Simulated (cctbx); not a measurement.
## A crystallographic session in cctbx: ZnCd6FeS6O2

Library: cctbx 2025.11. The data are simulated by the first script.

## 1. Simulate the data

run.py:

```python
from cctbx import adptbx, crystal, miller, sgtbx, xray
from cctbx.array_family import flex
from iotbx.shelx import hklf
from scitbx import matrix
import scitbx.random

cs = crystal.symmetry(unit_cell=(10.678, 10.678, 10.678, 90, 90, 90), space_group_symbol='Hall: -F 4 2 3')  # Fm-3m
atoms = [  # label, site, U (iso, or U11 U22 U33 U12 U13 U23 in A^2), occupancy
    ("Cd1", (0, 0.25, 0.75), 0.0082, 1),
    ("Zn1", (0, 0, 0), 0.0094, 1),
    ("Fe1", (0.5, 0, 0), 0.0106, 1),
    ("S1", (0.7437, 0, 0), 0.0114, 1),
    ("O1", (0.25, 0.25, 0.75), 0.0135, 1),
]
xs = xray.structure(crystal_symmetry=cs)
for label, site, u, occ in atoms:
    u = adptbx.u_cif_as_u_star(cs.unit_cell(), u) if isinstance(u, tuple) else u
    xs.add_scatterer(xray.scatterer(label, site=site, u=u, occupancy=occ))
xs.set_inelastic_form_factors(0.71073, "sasaki")
xs.show_summary()
p1 = xs.expand_to_p1()
ms = miller.build_set(p1, anomalous_flag=True, d_min=0.84)
flex.set_random_seed(277149)
scitbx.random.set_random_seed(277149)
ms = ms.select(flex.random_double(ms.size()) < 0.8)
i = ms.structure_factors_from_scatterers(p1, algorithm="direct").f_calc().as_intensity_array().data()
i = i / flex.sqrt(1 + 0.1 * i / flex.max(i))  # extinction
i = i * 40000 / flex.max(i)
sig = flex.sqrt(i + flex.pow2(0.02 * i) + 15 ** 2)
noise = scitbx.random.variate(scitbx.random.normal_distribution())(i.size())
data = ms.array(data=i + sig * noise, sigmas=sig).set_observation_type_xray_intensity()
with open("data.hkl", "w") as f:
    data.export_as_shelx_hklf(f)
print("reflections written:", data.size(), " <I/sigma> = %.1f" % flex.mean(data.data() / data.sigmas()))
for h, a, b in list(data.sort("data"))[:12]:
    print("%4d%4d%4d %9.1f %7.1f" % (h + (a, b)))
```

```console
$ python run.py
```

```text
Number of scatterers: 5
At special positions: 5
Unit cell: (10.678, 10.678, 10.678, 90, 90, 90)
Space group: F m -3 m (No. 225)
reflections written: 6869  <I/sigma> = 2.2
   0   0  -4   39918.7   824.8
   0  -4   0   39706.8   824.8
   0   4   0   39576.3   824.8
   4   0   0   39277.1   824.8
   0   0   4   39276.9   824.8
   4   0   4   30218.5   610.4
  -4  -4   0   29494.2   610.4
   0   4   4   29452.9   610.4
  -4   0   4   28883.7   610.4
  -4   4   0   28746.5   610.4
  -4   0  -4   28579.1   610.4
   0   4  -4   28383.7   610.4
```

It took 0.5 s on 1 thread of Arm Neoverse N1, with other jobs on the host, peak memory 0.07 GiB.

## 2. Symmetry

run.py:

```python
from cctbx import crystal, sgtbx, statistics
from cctbx.array_family import flex
from iotbx.shelx import hklf

p1 = crystal.symmetry(unit_cell=(10.678, 10.678, 10.678, 90, 90, 90), space_group_symbol="P 1")
raw = hklf.reader(file_name="data.hkl").as_miller_arrays(crystal_symmetry=p1, anomalous=True)[0]
print(raw.size(), "reflections to d = %.3f A" % raw.d_min())
isig = raw.data() / raw.sigmas()
print("centring   violations  <I/sigma> of those")
best = "P"
for c in "ABCIRF":
    a = raw.customized_copy(space_group_info=sgtbx.space_group_info("Hall: %s 1" % c)).sys_absent_flags().data()
    m = flex.mean(isig.select(a))
    print("%5s %10d of %5d %8.1f" % (c, (isig.select(a) > 4).count(True), a.count(True), m))
    if (isig.select(a) > 4).count(True) < 0.01 * a.count(True):
        best = c
raw = raw.select(~raw.customized_copy(space_group_info=sgtbx.space_group_info("Hall: %s 1" % best)).sys_absent_flags().data())
isig = raw.data() / raw.sigmas()
rows = []
for s in sgtbx.space_group_symbol_iterator():
    g = sgtbx.space_group(s)
    if g.conventional_centring_type_symbol() != best or not g.is_compatible_unit_cell(p1.unit_cell(), 1e-3, 0.02):
        continue
    rows.append((s, g))
print("Laue class    unique    Rint  (classes that these axes allow; Friedel mates merged)")
rint = {}
for s, g in rows:
    laue = g.build_derived_patterson_group()
    key = laue.type().hall_symbol()
    if key not in rint:
        m = raw.customized_copy(space_group_info=laue.info(), anomalous_flag=False).merge_equivalents()
        rint[key] = m.r_int()
        print("%-14s %6d %7.3f" % (laue.type().lookup_symbol(), m.array().size(), m.r_int()))
floor = min(rint.values())
good = [(s, g) for s, g in rows if rint[g.build_derived_patterson_group().type().hall_symbol()] < 2 * floor + 0.03]
top = max(g.build_derived_patterson_group().order_z() for s, g in good)
print("space group    extra absences  I>4sigma  <I/sigma>")
for s, g in good:
    laue = g.build_derived_patterson_group()
    if laue.order_z() != top:
        continue
    a = raw.customized_copy(space_group_info=g.info()).sys_absent_flags().data()
    a &= ~raw.customized_copy(space_group_info=laue.info()).sys_absent_flags().data()
    bad = (isig.select(a) > 4).count(True)
    if bad <= 0.03 * a.count(True):
        print("%-16s %8d %10d %9s  %s" % (s.universal_hermann_mauguin(), a.count(True), bad, "%.1f" % flex.mean(isig.select(a)) if a.count(True) else "-", "centric" if g.is_centric() else "acentric"))
laue = max(good, key=lambda t: t[1].build_derived_patterson_group().order_z())[1].build_derived_patterson_group()
f = raw.customized_copy(space_group_info=laue.info(), anomalous_flag=False).merge_equivalents().array().eliminate_sys_absent().f_sq_as_f()
f.set_observation_type_xray_amplitude()
bins = max(3, min(8, f.size() // 12))
f.setup_binner(n_bins=bins)
w = statistics.wilson_plot(f, {e: n / laue.order_z() for e, n in {'Cd': 24.0, 'Zn': 4.0, 'Fe': 4.0, 'S': 24.0, 'O': 8.0}.items()}, e_statistics=True)
print("Wilson B = %.2f A^2   <|E^2-1|> = %.3f (0.968 centric, 0.736 acentric)   E^2>4: %.1f %%" % (w.wilson_b, w.mean_e_sq_minus_1, w.percent_e_sq_gt_2))
print("shell (A)         n   <I/sigma>")
m = raw.customized_copy(space_group_info=laue.info(), anomalous_flag=False).merge_equivalents().array().eliminate_sys_absent()
for b in m.setup_binner(n_bins=bins).range_used():
    sel = m.binner().selection(b)
    print("%5.2f - %4.2f %6d %8.1f" % (min(m.binner().bin_d_range(b)[0] if m.binner().bin_d_range(b)[0] > 0 else 99, 99), m.binner().bin_d_range(b)[1], sel.count(True), flex.mean((m.data() / m.sigmas()).select(sel))))
```

```console
$ python run.py
```

```text
6869 reflections to d = 0.842 A
centring   violations  <I/sigma> of those
    A          0 of  3472      0.0
    B          0 of  3477      0.0
    C          0 of  3439      0.0
    I          5 of  3523      0.2
    R        428 of  4580      2.2
    F          0 of  5194      0.0
Laue class    unique    Rint  (classes that these axes allow; Friedel mates merged)
F m m m           316   0.022
F m -3            110   0.023
F m -3 m           79   0.024
space group    extra absences  I>4sigma  <I/sigma>
F 4 3 2                 0          0         -  acentric
F -4 3 m                0          0         -  acentric
F -4 3 c              345          5       0.9  acentric
F m -3 m                0          0         -  centric
F m -3 c              345          5       0.9  centric
Wilson B = 0.06 A^2   <|E^2-1|> = 1.107 (0.968 centric, 0.736 acentric)   E^2>4: 5.7 %
shell (A)         n   <I/sigma>
 6.17 - 1.53     19     49.5
 1.53 - 1.22     15     36.4
 1.22 - 1.06     12     39.3
 1.06 - 0.97     10     49.2
 0.97 - 0.90     13     34.3
 0.90 - 0.84     10     58.2
```

Time: 0.52 s.

## 3. Charge flipping

run.py:

```python
import itertools
from cctbx import crystal, maptbx
from cctbx.array_family import flex
from iotbx.shelx import hklf
from smtbx.ab_initio import charge_flipping as cf

cs = crystal.symmetry(unit_cell=(10.678, 10.678, 10.678, 90, 90, 90), space_group_symbol='Hall: -F 4 2 3')  # Fm-3m
raw = hklf.reader(file_name="data.hkl").as_miller_arrays(crystal_symmetry=cs, anomalous=True)[0]
merged = raw.eliminate_sys_absent().merge_equivalents()
fo2 = merged.array().set_observation_type_xray_intensity()
f = fo2.average_bijvoet_mates().f_sq_as_f().resolution_filter(d_min=0.9)
p1 = f.expand_to_p1()
work = p1
flex.set_random_seed(19230)
it = cf.weak_reflection_improved_iterator(delta=None, weak_reflection_fraction=0.2)
it.start(work, phases=flex.random_double(p1.size()) * 6.2832, f_000=0)
it.delta = 1.1 * it.rho_map.sigma()
print("cycle      R  skewness")
for n, st in enumerate(itertools.islice(it, 300)):
    if n % 25 == 0:
        print("%5d %6.3f %8.2f" % (n, st.r1_factor(), st.rho_map.skewness()))
rho = p1.phase_transfer(it.f_calc).fft_map().apply_volume_scaling()
polish = cf.low_density_elimination_iterator(constant_rho_c=rho.sigma())
polish.start(f_obs=p1, phases=it.f_calc, f_000=0)
for _ in range(8):
    next(polish)
print("origin shift          correlation  skewness")
maps = []
for fc, shift, cc in itertools.islice(cf.f_calc_symmetrisations(f, polish.f_calc, 0), 4):
    m = f.phase_transfer(fc).fft_map(symmetry_flags=maptbx.use_space_group_symmetry, resolution_factor=0.25).apply_sigma_scaling()
    maps.append((m.skewness(), cc, m))
    print("%6.3f %6.3f %6.3f %10.3f %9.2f" % (tuple(shift) + (cc, m.skewness())))
skew, cc, m = max((t for t in maps if t[1] > maps[0][1] - 0.04), key=lambda t: t[0])
print("taken: symmetry correlation %.3f, skewness %.2f" % (cc, skew))
peaks = m.peak_search(parameters=maptbx.peak_search_parameters(min_distance_sym_equiv=0.9, max_clusters=10)).all()
sps = cs.special_position_settings(min_distance_sym_equiv=0.5)
print("peak      x       y       z  mult  height/sigma")
for k, (x, h) in enumerate(zip(peaks.sites(), peaks.heights())):
    ss = sps.site_symmetry(x)
    print("Q%-3d %7.4f %7.4f %7.4f %4d %8.1f" % ((k + 1,) + tuple(t % 1 for t in ss.exact_site()) + (ss.multiplicity(), h)))
```

```console
$ python run.py
```

```text
cycle      R  skewness
    0  0.590     0.45
   25  0.398     3.31
   50  0.420     3.23
   75  0.395     3.06
  100  0.390     3.12
  125  0.385     3.06
  150  0.397     3.09
  175  0.465     2.84
  200  0.473     2.80
  225  0.485     2.86
  250  0.476     2.85
  275  0.426     2.49
origin shift          correlation  skewness
 0.310  0.080  0.138      0.958      6.53
 0.060  0.330  0.388      0.958      6.53
 0.310  0.330  0.138      0.958      6.49
 0.060  0.080  0.388      0.958      6.51
taken: symmetry correlation 0.958, skewness 6.53
peak      x       y       z  mult  height/sigma
Q1    0.2500  0.2500  0.2500    8     13.8
Q2    0.0000  0.0000  0.2479   24     13.7
Q3    0.0000  0.2500  0.2500   24      1.9
Q4    0.0000  0.0000  0.5000    4      1.7
Q5    0.0000  0.0000  0.0000    4      1.2
Q6    0.1266  0.1266  0.3734   32      0.9
Q7    0.1275  0.1275  0.1275   32      0.9
Q8    0.0713  0.0713  0.3069   96      0.7
Q9    0.0762  0.0762  0.1967   96      0.7
Q10   0.1285  0.2500  0.2500   48      0.6
```

Time: 3 s.

## 4. Refinement (model from the peaks)

run.py:

```python
import math
from cctbx import adptbx, crystal, maptbx, sgtbx, xray
from cctbx.array_family import flex
from cctbx.xray import observations
from iotbx.shelx import hklf
from scitbx.lstbx import normal_eqns_solving
from smtbx import absolute_structure, utils
from smtbx.refinement import constraints, least_squares

cs = crystal.symmetry(unit_cell=(10.678, 10.678, 10.678, 90, 90, 90), space_group_symbol='Hall: -F 4 2 3')  # Fm-3m
atoms = [  # label, site, U (iso, or U11 U22 U33 U12 U13 U23 in A^2), occupancy
    ("Cd1", (0.25, 0.25, 0.25), 0.0200, 1),
    ("S1", (0, 0, 0.2479), 0.0200, 1),
    ("O1", (0, 0, 0.5), 0.0200, 1),
    ("O2", (0, 0, 0), 0.0200, 1),
]
xs = xray.structure(crystal_symmetry=cs)
for label, site, u, occ in atoms:
    u = adptbx.u_cif_as_u_star(cs.unit_cell(), u) if isinstance(u, tuple) else u
    xs.add_scatterer(xray.scatterer(label, site=site, u=u, occupancy=occ))
xs.set_inelastic_form_factors(0.71073, "sasaki")
raw = hklf.reader(file_name="data.hkl").as_miller_arrays(crystal_symmetry=cs, anomalous=True)[0]
merged = raw.eliminate_sys_absent().merge_equivalents()
fo2 = merged.array().set_observation_type_xray_intensity()
print("Rint %.3f, %d unique reflections to %.2f A" % (merged.r_int(), fo2.size(), fo2.d_min()))
for sc in xs.scatterers():
    sc.flags.set_grad_site(True)
    sc.flags.set_grad_u_aniso(sc.flags.use_u_aniso())
    sc.flags.set_grad_u_iso(sc.flags.use_u_iso())
obs = fo2.as_xray_observations()
extra = {}
rep = constraints.reparametrisation(xs, [], utils.connectivity_table(xs), **extra)
ls = least_squares.crystallographic_ls(obs, rep, weighting_scheme=least_squares.mainstream_shelx_weighting(a=0, b=0))
print("cycle     R1     wR2    GooF  max shift (A)")
for cycle in range(6):
    ls.build_up()
    r1, wr2, goof = ls.r1_factor(cutoff_factor=2)[0], ls.wR2(), ls.goof()
    old = xs.sites_cart()
    normal_eqns_solving.levenberg_marquardt_iterations(ls, n_max_iterations=3, tau=0.0001, step_threshold=1e-7)
    big = flex.max((xs.sites_cart() - old).norms())
    print("%4d %7.4f %7.4f %7.3f %9.5f" % (cycle + 1, r1, wr2, goof, big))
    ls.build_up(objective_only=True)
    if abs(ls.wR2() - wr2) < 5e-5 and big < 5e-4:
        break
ls.build_up()
print("final R1 %.4f wR2 %.4f GooF %.3f  parameters %d  data/parameter %.1f" % (ls.r1_factor(cutoff_factor=2)[0], ls.wR2(), ls.goof(), ls.n_parameters, fo2.size() / ls.n_parameters))
cov = ls.covariance_matrix_and_annotations()
su = dict(zip(cov.annotations, (math.sqrt(max(v, 0)) for v in cov.matrix.matrix_packed_u_diagonal())))
a2 = cs.unit_cell().reciprocal_parameters()[0] ** -2
print("atom        x        y        z      Ueq    occ   su(xyz)  su(Uiso or U11)")
for sc in xs.scatterers():
    s = max(su.get(sc.label + k, 0) for k in (".x", ".y", ".z"))
    npd = "" if sc.is_positive_definite_u(cs.unit_cell()) else "  NPD"
    print("%-5s %8.5f %8.5f %8.5f %8.4f %6.3f %8.5f %7.4f%s" % ((sc.label,) + sc.site + (sc.u_iso_or_equiv(cs.unit_cell()), sc.occupancy, s, su.get(sc.label + ".uiso", su.get(sc.label + ".u11", 0) * a2), npd)))
fo = fo2.f_sq_as_f()
fc = fo.structure_factors_from_scatterers(xs, algorithm="direct").f_calc()
diff = fo.f_obs_minus_f_calc(1 / math.sqrt(ls.scale_factor()), fc).average_bijvoet_mates()
m = diff.fft_map(symmetry_flags=maptbx.use_space_group_symmetry, resolution_factor=0.25).apply_volume_scaling()
print("difference map: max %.2f min %.2f rms %.2f" % (m.statistics().max(), m.statistics().min(), m.statistics().sigma()))
peaks = m.peak_search(parameters=maptbx.peak_search_parameters(min_distance_sym_equiv=0.6, max_clusters=6)).all()
near = xs.closest_distances(peaks.sites(), distance_cutoff=4)
sps = cs.special_position_settings(min_distance_sym_equiv=0.5)
for k, (x, h) in enumerate(zip(peaks.sites(), peaks.heights())):
    ss = sps.site_symmetry(x)
    print("Q%-3d %7.4f %7.4f %7.4f %4d %7.2f  %.2f A from %s" % ((k + 1,) + tuple(t % 1 for t in ss.exact_site()) + (ss.multiplicity(), h, near.smallest_distances[k], xs.scatterers()[near.i_seqs[k]].label)))
```

```console
$ python run.py
```

```text
Rint 0.024, 79 unique reflections to 0.84 A
cycle     R1     wR2    GooF  max shift (A)
   1  0.5587  0.8114  62.140   0.00442
   2  0.6554  0.8846  67.745   0.02378
   3  0.6624  0.8889  68.074   0.00034
   4  0.6580  0.8867  67.906   0.01113
   5  0.6625  0.8882  68.023   0.00167
   6  0.6495  0.8833  67.646   0.00970
final R1 0.6611 wR2 0.8873 GooF 67.955  parameters 5  data/parameter 15.8
atom        x        y        z      Ueq    occ   su(xyz)  su(Uiso or U11)
Cd1    0.25000  0.25000  0.25000   0.0112  1.000  0.00000  0.0160
S1     0.00000  0.00000  0.25059   0.0504  1.000  0.35653  0.0486
O1     0.00000  0.00000  0.50000   0.0623  1.000  0.00000  1.2349
O2     0.00000  0.00000  0.00000   0.1033  1.000  0.00000  1.9923
difference map: max 151.33 min -12.56 rms 9.79
Q1    0.0000  0.0000  0.2486   24  156.37  0.02 A from S1
Q2    0.2500  0.2500  0.2500    8  132.20  0.00 A from Cd1
Q3    0.0000  0.0000  0.5000    4   96.30  0.00 A from O1
Q4    0.0000  0.0000  0.0000    4   58.73  0.00 A from O2
Q5    0.0000  0.2500  0.2500   24   47.45  2.67 A from Cd1
Q6    0.0000  0.0000  0.1299   24    7.43  1.29 A from S1
```

Time: 0.81 s.

Figures of merit this high mean that the model is still wrong or incomplete.

## 5. Charge flipping

run.py, as its changes from the last script of this kind:

```diff
@@ -13,2 +13,3 @@
-work = p1
-flex.set_random_seed(19230)
+p1.setup_binner_counting_sorted(reflections_per_bin=max(40, p1.size() // 12))
+work = p1.array(data=p1.data() / p1.amplitude_quasi_normalisations().data())
+flex.set_random_seed(19231)
@@ -19,2 +20,2 @@
-for n, st in enumerate(itertools.islice(it, 300)):
-    if n % 25 == 0:
+for n, st in enumerate(itertools.islice(it, 600)):
+    if n % 50 == 0:
```

```console
$ python run.py
```

```text
cycle      R  skewness
    0  0.561     0.48
   50  0.371     3.35
  100  0.376     3.37
  150  0.362     3.38
  200  0.377     3.36
  250  0.351     3.45
  300  0.355     3.33
  350  0.332     3.29
  400  0.353     3.28
  450  0.378     3.43
  500  0.362     3.36
  550  0.377     3.39
origin shift          correlation  skewness
 0.004  0.011  0.240      0.954      5.20
 0.254  0.261 -0.010      0.954      5.23
 0.254  0.261  0.240      0.954      5.46
 0.004  0.011 -0.010      0.954      5.46
taken: symmetry correlation 0.954, skewness 5.46
peak      x       y       z  mult  height/sigma
Q1    0.2500  0.2500  0.2500    8     14.0
Q2    0.0000  0.0000  0.2524   24     11.6
Q3    0.0000  0.0000  0.0000    4      5.7
Q4    0.0000  0.0000  0.5000    4      3.7
Q5    0.0000  0.2500  0.2500   24      0.9
Q6    0.1315  0.2047  0.2953   96      0.8
Q7    0.0448  0.0448  0.3701   96      0.7
Q8    0.1319  0.2041  0.2041   96      0.7
Q9    0.0000  0.1174  0.3047   96      0.7
Q10   0.0429  0.0429  0.1312   96      0.7
```

Time: 3.2 s.

## 6. Refinement (model from the peaks)

run.py, as its changes from the last script of this kind:

```diff
@@ -13,3 +13,3 @@
-    ("S1", (0, 0, 0.2479), 0.0200, 1),
-    ("O1", (0, 0, 0.5), 0.0200, 1),
-    ("O2", (0, 0, 0), 0.0200, 1),
+    ("S1", (0, 0, 0.2524), 0.0200, 1),
+    ("Cd2", (0, 0, 0), 0.0200, 1),
+    ("Zn1", (0, 0, 0.5), 0.0200, 1),
```

```console
$ python run.py
```

```text
Rint 0.024, 79 unique reflections to 0.84 A
cycle     R1     wR2    GooF  max shift (A)
   1  0.6856  0.9109  69.758   0.24057
   2  0.6826  0.9066  69.430   0.21862
   3  0.7453  0.9348  71.590   0.00278
   4  0.7322  0.9338  71.513   0.02014
   5  0.7432  0.9341  71.540   0.04102
   6  0.5848  0.8547  65.458   0.03027
final R1 0.5774 wR2 0.8482 GooF 64.959  parameters 5  data/parameter 15.8
atom        x        y        z      Ueq    occ   su(xyz)  su(Uiso or U11)
Cd1    0.25000  0.25000  0.25000   0.0001  1.000  0.00000  0.0127
S1     0.00000  0.00000  0.25130   0.0001  1.000  0.01156  0.0232
Cd2    0.00000  0.00000  0.00000   0.0248  1.000  0.00000  0.0293
Zn1    0.00000  0.00000  0.50000   0.1906  1.000  0.00000  0.2844
difference map: max 160.22 min -11.04 rms 10.67
Q1    0.0000  0.0000  0.2511   24  165.64  0.00 A from S1
Q2    0.2500  0.2500  0.2500    8  157.11  0.00 A from Cd1
Q3    0.0000  0.0000  0.5000    4   62.99  0.00 A from Zn1
Q4    0.0000  0.2500  0.2500   24   54.32  2.67 A from Cd1
Q5    0.0000  0.0000  0.3723   24    6.74  1.29 A from S1
Q6    0.0000  0.0000  0.1336   24    5.78  1.26 A from S1
```

Run time: 0.87 s on 1 thread of Arm Neoverse N1 (shared host), peak memory 0.09 GiB.

Figures of merit this high mean that the model is still wrong or incomplete.

[Logs are printed without paths, hosts, clocks, repeated set-up lines and the standing remarks that a program may print on its own settings, such as how far it seeks lower states.]
